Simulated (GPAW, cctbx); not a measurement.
# By hand: from a DFT structure factor to an extinction distance in H6OsPb2

H6OsPb2, Fm-3m (no. 225), a = 7.6136 Å, b = 7.6136 Å, c = 7.6136 Å, α = 90.00°, β = 90.00°, γ = 90.00°.

```csv
atom,mult.,x,y,z
Pb1,8,1/4,3/4,3/4
Os1,4,0,0,0
H1,24,0.7723,0,0
```

The start was made by putting kin elements into a known structure type; the compound need not exist, or be stable, in this form.

A DFT run (GPAW, PBE, 550 eV, 5×5×5 k-points, Fermi–Dirac width 0.1 eV) gives the static X-ray structure factor of 111 as 287.576 e for the conventional cell; superposed free atoms give 285.843 e. **Problem.** Find the Fourier component V of the crystal potential and the two-beam extinction distance at 120 kV in both cases.

## 1. Geometry

The cell volume is Ω = 441.34 Å³ and d(111) = 4.3957 Å, so g = 1/d = 0.2275 Å⁻¹.

## 2. The nuclei

Electrons feel nuclei as well as electrons, so the nuclear charges are summed with the same phases.

Phase sums Σ exp(2πi h·x), turned so that the total is real and positive: Pb 0.000, Os +4.000, H +3.351. Then F_Z = 82 × (0.000) + 76 × (+4.000) + 1 × (+3.351) = 307.35 e. The electron term has the same sign for this reflection.

## 3. Mott–Bethe

Poisson's equation, term by term, gives V = (e/4πε₀)(F_Z − F)/(πΩg²), with e/4πε₀ = 14.3996 V Å.

The prefactor is 14.3996 × 4.3957²/(π × 441.34) = 0.20067 V per electron. Free atoms: (307.35 − 285.843) × 0.20067 = 4.316 V. Crystal: (307.35 − 287.576) × 0.20067 = 3.968 V. F changes by +0.61 % and V by -8.1 %: the same 1.73 e is measured against F_Z − F = 21.5 e in place of F = 285.8 e.

## 4. Extinction distance

In the two-beam case ξ = 1/(λU) with U = 2γm₀eV/h², that is ξ = 150.41 V Å²/(γλV).

At 120 kV, λ = 0.03349 Å and γ = 1.2348. Free atoms: ξ = 843 Å. Crystal: ξ = 917 Å. The thickness fringes go as sin²(πt/ξ), so the two patterns slip by a quarter of a period when t|1/ξ₁ − 1/ξ₀| = 1/4, at t ≈ 261 nm. Thermal motion, absorption and many-beam coupling, left out here, change a real pattern.

## 5. Answer

V(111) is 3.97 V against 4.32 V, and ξ is 917 against 843 Å. Limits: static atoms, two beams.

[Outputs are excerpts: Python notices, other lines and further rows are left out; steps that failed or that the build refused (PBEsol, TPSS) are not shown.]

[Logs are printed without paths, hosts, clocks, repeated set-up lines and the standing remarks that a program may print on its own settings, such as how far it seeks lower states.]
